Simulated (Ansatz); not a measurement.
In (I4/mmm): the Drude term of Re ε in the infrared

Re ε of In (I4/mmm) along x at low photon energies is read from one computed spectrum; the carriers' damping was typed as γ = 0.05 eV. x, y and z are the Cartesian axes of the input cell.

Cell: a, b, c = 3.377, 3.377, 3.377 Å (primitive vectors), 1 atoms.

Method: Ansatz 0.2.0, LDA, independent particles, k-mesh 18×18×18 with interpolation inside its cells, Gaussian parameter 0.1 eV.

Launch of the response step: `ansatz run input.yaml --threads 4 --pin off --max-ram 8192MiB --backend cpu --events-out ev --progress --plain --runs-dir out`. The run took 37 s, on 4 threads of Intel(R) Xeon(R) Processor @ 2.50GHz (Skylake/Cascade Lake), with other jobs on the host.

```
photon energy E (eV)  wavelength (µm)     Re ε
                0.25             4.96        ?
                0.30             4.13  -1062.7
                0.35             3.54   -781.1
                0.40             3.10   -601.7
                0.50             2.48   -393.5
                0.60             2.07   -277.6
                0.70             1.77   -204.7
```

A Drude term over a constant background gives Re ε = ε_b − ωp²/(E² + γ²), linear in 1/(E² + γ²).

Working, on the rows shown:

| x = 1/(E² + γ²) (eV⁻²) | y = Re ε |
| --- | --- |
| 10.8108 | -1062.7 |
| 8 | -781.1 |
| 6.15385 | -601.7 |
| 3.9604 | -393.5 |
| 2.75862 | -277.6 |
| 2.03046 | -204.7 |

Means: x̄ = 5.619, ȳ = -553.55. Σ(x − x̄)(y − ȳ) = -5518, Σ(x − x̄)² = 56.72. Slope = -5518 / 56.72 = -97.28; intercept = ȳ − slope · x̄ = -6.948. The line misses the rows shown by at most 4.1.

**Question.** Fill in the last column of the withheld row.

**Answer.** At x = 15.385 the line gives y = -1503.5. The run gave -1531.8, so the extrapolation is off by 28, 2 % of the range in the table.

Refitted with all rows, the slope is -98.99 and the intercept 1.0038. These give ωp = √(−slope) = 9.95 eV, against 10.21 eV from the program's Fermi-surface sum, and an intercept of 1.0. Taking the program's Drude term off the rows leaves 73 at the lowest energy and 7 at the highest, so the background isn't constant: interband transitions lie in or near the window, and neither fitted number can be trusted. The values come from a sum over the points of one k-mesh and carry its error, which is largest for Fermi-surface quantities. Spin-orbit coupling is left out.

[Logs are printed without paths, hosts, clocks, repeated set-up lines and the standing remarks that a program may print on its own settings, such as how far it seeks lower states.]
